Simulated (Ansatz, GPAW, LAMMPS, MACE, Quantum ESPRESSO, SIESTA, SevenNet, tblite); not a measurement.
# Amorphous 35La2O3-65GeO2 (mol %) (96 atoms) in other programs, against a plane-wave reference

How near do other programs and methods come to a plane-wave reference for amorphous 35La2O3-65GeO2 (mol %) (96 atoms)? A plane-wave run serves as the reference.

Program: Ansatz 0.2.0. Level of theory: Kohn-Sham DFT, PBE, PAW, plane waves. Results are calculated unless marked as measured.

### Step 1. Set-up

The cell holds 96 atoms: 18 La, 17 Ge and 61 O. Cell: a = 11.582 Å, b = 11.582 Å, c = 11.582 Å, α = 90.0°, β = 90.0°, γ = 90.0°. 96 atoms (18 Nd, 17 Ge, 61 O) placed at random at 5.25 g/cm³, melted at 5000 K for 10 ps at fixed volume with the Morse and Coulomb pair potential with partial charges (Pedone, Malavasi, Menziani, Cormack and Segre, J. Phys. Chem. B 110, 11780 (2006)). Quenched from 5000 K to 300 K at 50 K/ps and fixed volume, held 10 ps at zero pressure, then minimised at fixed cell. Then Nd was replaced by La and the cell scaled by 1.016 (the potential has no terms for the new elements, so the cell is a start for a DFT relaxation).

### Step 2. Reference: Ansatz, plane waves

The PAW files are the set soft_2.

The input, input.yaml:

```yaml
crystal:
  lattice:
    - [11.58205, 0.0, 0.0]
    - [0.0, 11.58205, 0.0]
    - [0.0, 0.0, 11.58205]
  atoms:
    - { symbol: La, position: [0.04163, 0.26894, 0.52622] }
    - { symbol: La, position: [0.58491, 0.25606, 0.24432] }
    - { symbol: La, position: [0.31818, 0.73775, 0.05284] }
    - { symbol: La, position: [0.3293, 0.82054, 0.33516] }
    [... 86 atom lines left out ...]
    - { symbol: O, position: [0.36105, 0.16983, 0.91272] }
    - { symbol: O, position: [0.94142, 0.77723, 0.96293] }
    - { symbol: O, position: [0.33941, 0.17514, 0.14948] }
    - { symbol: O, position: [0.68137, 0.77668, 0.83368] }
    - { symbol: O, position: [0.93237, 0.15937, 0.37335] }
    - { symbol: O, position: [0.91659, 0.6411, 0.1915] }
kpoints:
  mp_grid: { grid: [1, 1, 1] }
hamiltonian:
  xc: pbe
scf:
  occupations: { method: fermi_dirac, width: 0.05 }
output:
  forces: true
  eigenvalues: true
  populations: true
  stress: true
```

Command:

```sh
> ansatz run input.yaml --threads 4 --pin off --max-ram 8192MiB --backend cpu --events-out ev --progress --plain --runs-dir out
```

Log:

```text
La: projections on atomic orbitals take those of the free atom [Kr 4d10] 4f0 5s2 5p6 5d1 6s2, of charge +0.00 (hamiltonian.pseudopotentials.projection_atoms); the dataset's partial waves leave at most 1.9e-5 of an orbital's norm unspanned inside its sphere
[...]
Pseudopotentials: kind: paw
Pseudopotential: La, paw, valence charge 11, recommended cutoff 420 eV (normal), La.paw.azcp
Pseudopotential: Ge, paw, valence charge 14, recommended cutoff 420 eV (normal), Ge.paw.azcp
Pseudopotential: O, paw, valence charge 6, recommended cutoff 420 eV (normal), O.paw.azcp
[... 5 lines on functional and potentials left out ...]
Crystal: 96 atoms, lattice volume = 1553.661 Å³
Basis set: ecut = 420 eV, 30551 PW (Γ), exchange–correlation on 160×160×160 points (8 copies of the dense FFT grid, shifted against one another)
Bands: 497, of which v1, the nominal top of the filled ones, is band 401 counted from 1 (400 counted from 0)
Symmetry: 1 space group operations
Space group: P1 (ITA 1), of the structure as read, at distance tolerance 1.2e-4 Å
k-points: 1
[... 7 lines on functional and potentials left out ...]
Initial density: superposition of atomic densities (neutral atoms: chi_scale 0, normalization atom), corrected by the library's trained network
Initial wavefunctions: pseudopotential atomic-orbital guess
[...]
SCF iter   1: F=—  HF=-220209.706996 eV  |F-HF|=—  |Δ(HF+E_count)|=         —  Δρ=2.97e-3  dr2=1.36e-1  ethr=1.77e-3  ⟨swp⟩=5.0  Hψ=2000  notcnv=0
preconditioner: auto → Resta (q_TF=auto, 2.444 Å⁻¹)  ε∞=3.9  [insulator: Δε(μ)=2.890 eV  Ē_g=15.334 eV  σ=0.050 eV  W_gap=1.00  n_scr=388 (ndim 8)  ℏωp=26.1 eV  f_vac=0.113  D(μ)=0.00/eV (n_scr^D=0)  ε∞_Penn≈3.9]
[...]
SCF iter   9: F=—  HF=-220209.714969 eV  |F-HF|=—  |Δ(HF+E_count)|=   1.04e-6  Δρ=3.71e-6  dr2=2.30e-7  ethr=1.28e-10  ⟨swp⟩=2.0  Hψ=789  notcnv=0  defer=88
SCF iter  10: F=-220209.714969 eV  HF=-220209.714969 eV  |F-HF|=2.07e-8  |Δ(HF+E_count)|=   1.52e-7  Δρ=1.66e-6  dr2=4.39e-8  ethr=1.25e-11  ⟨swp⟩=12.0  Hψ=2492  notcnv=0
SCF 1 converged in 10 iterations: F = -220209.714969 eV  dr2 = 4.39e-8
[...]
SCF converged after 10 iterations
Free energy (F): -220209.714969 eV
Harris-Foulkes:  -220209.714969 eV  (|F-HF|=2.07e-8)
Internal energy: -220209.714969 eV  (E = F + TS)
E sigma→0 (E₀):  -220209.714969 eV
Fermi energy:    8.080092 eV
--- Per-component energies (eV) ---
[...]
Σ components = -220209.714969   (vs F -220209.714969, Δ=0.00e0)
--- Forces (eV/Å), atoms counted from 1 ---
  atom   1  La     0.74714537    -0.62856471    -0.84881229
  atom   2  La    -0.68508130     1.01939573    -0.24831990
  atom   3  La     1.75634644    -0.69995899    -0.88692372
  atom   4  La     0.64979868     0.23180923     1.00052792
[...]
atom  96  O     -0.21627899     0.93568924    -0.82657500
  max |Σ_I F_I| component: 1.60e-4 eV/Å
--- Stress (GPa, compression-positive) ---
        0.885620      -1.213963       0.160390
       -1.213963       0.967066       0.926499
        0.160390       0.926499       1.287163
  P = ⅓ Tr σ = 1.0466 GPa (10.466 kbar)
--- Band table (eV) ---
  k-point 0: bands = ["-24.8748", "-24.3469", "-24.2300", "-24.2238", [... 481 levels ...], "11.1011", "11.1142", "11.1181", "11.1288", "11.1318", "11.1391", "11.1496", "11.1608", "11.1640", "11.1708", "11.1748", "11.1813"]
--- Löwdin populations: 96 sites ---
  site symbol       q [e]
     0     La      9.9356
     1     La      9.7696
     2     La     10.0100
[...]
95      O      6.6787
  spilling = 0.003925 (of n_electrons = 802.000000)
```

Wall time 31 s (4 threads of Arm Neoverse V2, shared host); peak memory 2.4 GiB; 1.9 min of CPU time.

Numbers from this run:

```
free energy                                      : -220209.7150 eV
free energy per atom                             : -2293.8512 eV/atom
SCF cycles                                       : 10
pressure                                         : 1.047 GPa
r.m.s. force component                           : 0.7167 eV/Å
longest force                                    : 2.312 eV/Å
Fermi energy                                     : 8.08 eV
gap (highest filled to lowest empty level) : 2.874 eV
spilling of the projection                       : 0.003925
```

Neighbours are counted within 3.27 Å (O-La), 2.27 Å (O-Ge).

Length of the force by element and coordination:

| element | coordination | atoms | mean length of the force (eV/Å) | spread | least | most |
| --- | --- | --- | --- | --- | --- | --- |
| Ge | all | 17 | 1.09 | 0.292 | 0.766 | 1.79 |
| Ge | 4 | 14 | 1.10 | 0.301 | 0.766 | 1.79 |
| Ge | 5 | 3 | 1.03 | 0.237 | 0.775 | 1.35 |
| La | all | 18 | 1.20 | 0.432 | 0.535 | 2.31 |
| La | 5 | 2 | 1.00 | 0.0657 | 0.936 | 1.07 |
| La | 6 | 7 | 1.51 | 0.463 | 1.04 | 2.31 |
| La | 7 | 9 | 1.01 | 0.290 | 0.535 | 1.46 |
| O | all | 61 | 1.19 | 0.409 | 0.205 | 1.95 |
| O | 2 | 13 | 1.21 | 0.357 | 0.591 | 1.93 |
| O | 3 | 32 | 1.17 | 0.432 | 0.205 | 1.72 |
| O | 4 | 16 | 1.23 | 0.398 | 0.496 | 1.95 |

Löwdin charges by element and coordination (they lack the spilled electrons, 0.033 e an atom on average):

| element | coordination | atoms | mean charge (e) | spread | least | most |
| --- | --- | --- | --- | --- | --- | --- |
| Ge | all | 17 | 1.51 | 0.0205 | 1.47 | 1.55 |
| Ge | 4 | 14 | 1.51 | 0.02 | 1.47 | 1.55 |
| Ge | 5 | 3 | 1.51 | 0.0226 | 1.49 | 1.54 |
| La | all | 18 | 1.09 | 0.0673 | 0.99 | 1.23 |
| La | 5 | 2 | 1.04 | 0.0311 | 1.01 | 1.07 |
| La | 6 | 7 | 1.09 | 0.0711 | 0.99 | 1.22 |
| La | 7 | 9 | 1.10 | 0.0641 | 1.04 | 1.23 |
| O | all | 61 | -0.692 | 0.055 | -0.782 | -0.538 |
| O | 2 | 13 | -0.739 | 0.0345 | -0.782 | -0.682 |
| O | 3 | 32 | -0.686 | 0.054 | -0.766 | -0.538 |
| O | 4 | 16 | -0.665 | 0.0466 | -0.758 | -0.569 |

The levels nearest the highest filled one (over half full), pooled over k-points and spins:

| level less the highest filled one (eV) | occupation |
| --- | --- |
| -0.345 | 2 |
| -0.288 | 2 |
| -0.224 | 2 |
| -0.164 | 2 |
| -0.0951 | 2 |
| 0 | 2 |
| 2.87 | 0 |
| 3.11 | 0 |
| 3.11 | 0 |
| 3.24 | 0 |
| 3.25 | 0 |
| 3.30 | 0 |

### Step 3. Structure statistics

Density 5.04 g/cm³, 16.18 Å³ an atom.

Pair distribution functions g(r), in bins of 0.2 Å:

| r (Å) | total | O-O | O-La | O-Ge | La-La | La-Ge | Ge-Ge |
| --- | --- | --- | --- | --- | --- | --- | --- |
| 1.60 | 0.10 | 0.00 | 0.00 | 0.42 | 0.00 | 0.00 | 0.00 |
| 1.80 | 2.84 | 0.00 | 0.00 | 12.61 | 0.00 | 0.00 | 0.00 |
| 2.00 | 0.11 | 0.00 | 0.00 | 0.48 | 0.00 | 0.00 | 0.00 |
| 2.20 | 0.11 | 0.00 | 0.45 | 0.00 | 0.00 | 0.00 | 0.00 |
| 2.40 | 1.31 | 0.00 | 5.53 | 0.00 | 0.00 | 0.00 | 0.00 |
| 2.60 | 1.04 | 1.02 | 2.54 | 0.09 | 0.00 | 0.00 | 0.00 |
| 2.80 | 1.31 | 2.65 | 1.00 | 0.00 | 0.00 | 0.00 | 0.00 |
| 3.00 | 0.79 | 1.63 | 0.51 | 0.06 | 0.00 | 0.00 | 0.00 |
| 3.20 | 0.79 | 1.60 | 0.17 | 0.34 | 0.00 | 0.19 | 0.41 |
| 3.40 | 0.98 | 1.32 | 0.28 | 0.36 | 1.30 | 1.41 | 5.13 |
| 3.60 | 1.21 | 1.39 | 0.52 | 1.01 | 2.02 | 3.17 | 0.68 |
| 3.80 | 1.07 | 0.78 | 0.75 | 1.03 | 2.36 | 3.91 | 0.00 |
| 4.00 | 0.86 | 0.31 | 0.70 | 1.34 | 2.63 | 2.29 | 0.54 |
| 4.20 | 0.90 | 0.58 | 0.96 | 1.39 | 0.67 | 1.15 | 0.73 |
| 4.40 | 1.25 | 0.75 | 1.43 | 2.03 | 1.57 | 0.53 | 2.00 |
| 4.60 | 0.94 | 0.83 | 1.06 | 1.15 | 0.89 | 0.57 | 0.61 |
| 4.80 | 1.04 | 1.02 | 1.12 | 1.08 | 1.15 | 0.70 | 0.92 |
| 5.00 | 1.14 | 1.11 | 1.55 | 1.02 | 0.46 | 0.82 | 0.68 |
| 5.20 | 0.99 | 0.94 | 1.46 | 0.73 | 0.27 | 0.67 | 1.42 |
| 5.40 | 1.12 | 1.25 | 1.25 | 0.92 | 0.78 | 0.69 | 1.17 |
| 5.60 | 0.83 | 1.08 | 0.70 | 0.76 | 0.00 | 0.58 | 0.69 |

Bonds by pair of elements; cutoffs follow the first minimum of g(r), held within bounds set by covalent radii, and pairs that aren't listed don't count as bonded:

| pair A-B | cutoff (Å) | bonds | mean length (Å) | spread (Å) | shortest (Å) | B about A | A about B |
| --- | --- | --- | --- | --- | --- | --- | --- |
| O-La | 3.27 | 115 | 2.55 | 0.224 | 2.24 | 1.89 | 6.39 |
| O-Ge | 2.27 | 71 | 1.77 | 0.056 | 1.69 | 1.16 | 4.18 |

How many atoms have how many bonded neighbours:

| element | mean | 2 | 3 | 4 | 5 | 6 | 7 |
| --- | --- | --- | --- | --- | --- | --- | --- |
| Ge | 4.18 | 0 | 0 | 14 | 3 | 0 | 0 |
| La | 6.39 | 0 | 0 | 0 | 2 | 7 | 9 |
| O | 3.05 | 13 | 32 | 16 | 0 | 0 | 0 |

Oxygen atoms by the number of network formers (Si, P, Ge, B, Al, As, Ga) bound to them:

| network formers bound to O | O atoms | per cent |
| --- | --- | --- |
| 0 | 7 | 11.5 |
| 1 | 37 | 60.7 |
| 2 | 17 | 27.9 |

Network units: each former by its oxygen neighbours and how many of them bridge to another former:

| former | O neighbours | bridging O | atoms |
| --- | --- | --- | --- |
| Ge | 4 | 1 | 5 |
| Ge | 4 | 2 | 9 |
| Ge | 5 | 3 | 2 |
| Ge | 5 | 5 | 1 |

### Step 4. The other programs

The programs:
- GPAW 26.7.0: PAW with atomic orbitals (LCAO), plane waves or a real-space grid of spacing h.
- MACE: machine-learned potential, published weights.
- Quantum ESPRESSO 7.5: plane waves; labels (QE) give functional, pseudopotential set and cutoffs of waves/density.
- SIESTA 5.4.2: numerical atomic orbitals, whose automatically made sets are far from complete, with PseudoDojo norm-conserving potentials that we converted to its format (checked against plane waves on the same files for H, C, O, Si, Ge and Ca alone); labels give functional, basis size, energy shift and mesh cutoff.
- SevenNet: machine-learned potential, published weights.
- tblite 0.8.0: extended tight binding, driven from Python.

All use the same cell and atoms; the electronic-structure runs use the same k-mesh, and an electronic temperature of 580 K (0.05 eV) where levels are smeared.

Differences are against the plane-wave reference, forces as r.m.s. over components; share is that over the reference's r.m.s. force, slope the least-squares factor from reference forces to these. Total energies of different programs have different zeros and aren't compared.

| run | Δ force, r.m.s. (meV/Å) | share (%) | slope | Δ pressure (GPa) | Δ gap (eV) | cores | CPU time | memory (GiB) |
| --- | --- | --- | --- | --- | --- | --- | --- | --- |
| reference | - | - | - | - | - | 4 | 1.9 min | 2.4 |
| GPAW PBE, LCAO dzp, h 0.18 Å | 460 | 64.1 | 1.452 | - | -0.0782 | 1 | 6.9 min | 2.2 |
| MACE MPA-0 medium potential | 84.3 | 11.8 | 1.002 | -0.772 | - | 1 | 8.4 s | 1.0 |
| QE PBE, sssp-1.3.0-efficiency, 60/480 Ry | 23.2 | 3.24 | 0.981 | -0.106 | -0.0029 | 1 | 41 min | 10.0 |
| SIESTA PBE, DZP, shift 0.002 Ry, mesh 500 Ry | 335 | 46.8 | 1.334 | 6.67 | -0.220 | 4 | 19 min | 4.7 |
| SIESTA PBE, DZP, shift 0.01 Ry, mesh 500 Ry | 325 | 45.4 | 1.328 | 4.42 | -0.203 | 2 | 8 min | 2.9 |
| SIESTA PBE, TZP, shift 0.01 Ry, mesh 500 Ry | 257 | 35.8 | 1.258 | 3.03 | -0.224 | 4 | 12 min | 3.8 |
| SevenNet 0 potential | 77.6 | 10.8 | 0.944 | -0.687 | - | 1 | 7.7 s | 0.91 |
| SevenNet l3i5 potential | 56.2 | 7.85 | 0.981 | -0.679 | - | 1 | 11 s | 1.4 |
| tblite GFN1-xTB | 809 | 113 | 0.204 | -7.75 | - | 1 | 14 s | 0.13 |

Times of the machine-learned potentials are mostly Python's start and the loading of weights.

CPU time is summed over cores on a shared host, where runs went side by side, so it is rough. Symmetry, cutoffs, thresholds, outputs and thread counts weren't matched or tuned between programs; memory under MPI is the largest rank's times the ranks.

Runs without a result: GPAW PBE, LCAO sz(dzp), h 0.18 Å (stopped at the start: ValueError: invalid literal for int() with base 10: 'b'); GPAW PBE, LCAO szp(dzp), h 0.18 Å (stopped at the start: ValueError: invalid literal for int() with base 10: 'b').

Mean charges by element (e), by run and scheme:

| run | scheme | La | Ge | O |
| --- | --- | --- | --- | --- |
| reference | Löwdin | +1.09 | +1.51 | -0.69 |
| SIESTA PBE, DZP, shift 0.002 Ry, mesh 500 Ry | Hirshfeld | +0.59 | +0.58 | -0.34 |
| SIESTA PBE, DZP, shift 0.01 Ry, mesh 500 Ry | Hirshfeld | +0.53 | +0.53 | -0.30 |
| SIESTA PBE, TZP, shift 0.01 Ry, mesh 500 Ry | Hirshfeld | +0.55 | +0.55 | -0.31 |
| tblite GFN1-xTB | Mulliken | +0.90 | +0.67 | -0.45 |

The reference's Löwdin charges lack the electrons that the projection spills, 0.033 e an atom on average.

### Step 5. Outcome

* reference r.m.s. force component: 0.717 eV/Å
* nearest in forces: QE PBE, sssp-1.3.0-efficiency, 60/480 Ry, 3.2 %
* farthest in forces: tblite GFN1-xTB, 113 %
* cheapest electronic-structure run beside the reference: tblite GFN1-xTB, 14 s of CPU time

PBE on plane waves or a grid with other potentials, cutoffs or grids differs from the reference by 3.2 % (QE PBE, sssp-1.3.0-efficiency, 60/480 Ry) of the r.m.s. force; this holds the reference's own error, so differences of a few per cent don't tell which side is nearer the exact PBE result (QE's 60 Ry are 816 eV, against the reference's 420 eV). The PBE runs in local orbitals differ by 36 % (SIESTA PBE, TZP, shift 0.01 Ry, mesh 500 Ry) to 64 % (GPAW PBE, LCAO dzp, h 0.18 Å); basis, grid and potentials can all enter. Tight binding differs by 113 % (tblite GFN1-xTB); it is another model, with fitted parameters of its own, and the xTB methods hold dispersion. Machine-learned potentials differ by 7.8 % (SevenNet l3i5 potential) to 12 % (MACE MPA-0 medium potential); they were trained on other programs' data. tblite GFN1-xTB needed 129 SCF steps, so its time overstates the method's usual cost. One electronic-structure run takes under half the reference's CPU time: tblite GFN1-xTB, at 113 % in 14 s against 1.9 min, too far off to be of use; its pressure misses by -7.8 GPa. SIESTA PBE, DZP, shift 0.002 Ry, mesh 500 Ry stiffens the forces by a factor of 1.33 while following their directions (correlation 0.971); the slopes of the 3 SIESTA runs lie between 1.26 and 1.33. At the same functional, gaps differ from the reference's 2.87 eV by between -0.22 and -0.00 eV. In pressure, SIESTA PBE, DZP, shift 0.002 Ry, mesh 500 Ry misses by +6.7 GPa, at the same functional. Charges hang on model, scheme and program or settings: among these rows the mean for Ge runs from +0.53 to +1.51 e. In the reference: filled and empty levels are parted by 2.87 eV (at Γ alone); a semilocal functional tends to put such gaps too low. In a disordered cell it changes from sample to sample, and tail or defect levels can set it. In the reference: mean Löwdin charges: Ge +1.51, La +1.09, O -0.69 e (they miss 0.39 % of the electrons, so they add up to more than the cell's charge). Periodic xTB results under one method name differ between programs and library versions. The potentials hold different valence shells: 802 electrons in the reference, 632 in GPAW; this bears on time and differences. GPAW's setups keep the filled d shell of Ge in the core. Machine-learned potentials mimic data converged in k, so the reference's own k-point error enters their differences. The quench rate of 50 K/ps is many orders above laboratory rates, so the cell is likely richer in defects and strain than a real sample. The network of bonds at the start is that of the classical potential that made the cell, and needn't be the one that DFT or experiment would give. The electronic-structure runs sample only Γ, in a cell whose shortest periodic width is 12 Å. Spin–orbit coupling is left out, which matters for the levels of the heavy elements.

[Also dropped from logs without a mark: logging warnings of Python, and SIESTA's first energy breakdown and zero terms.]

[Logs are printed without paths, hosts, clocks, repeated set-up lines and the standing remarks that a program may print on its own settings, such as how far it seeks lower states.]

[Hosts, paths, dates, database ids (printed as entryN), source tags and the programs' standing remarks are cut or masked in the printed files.]
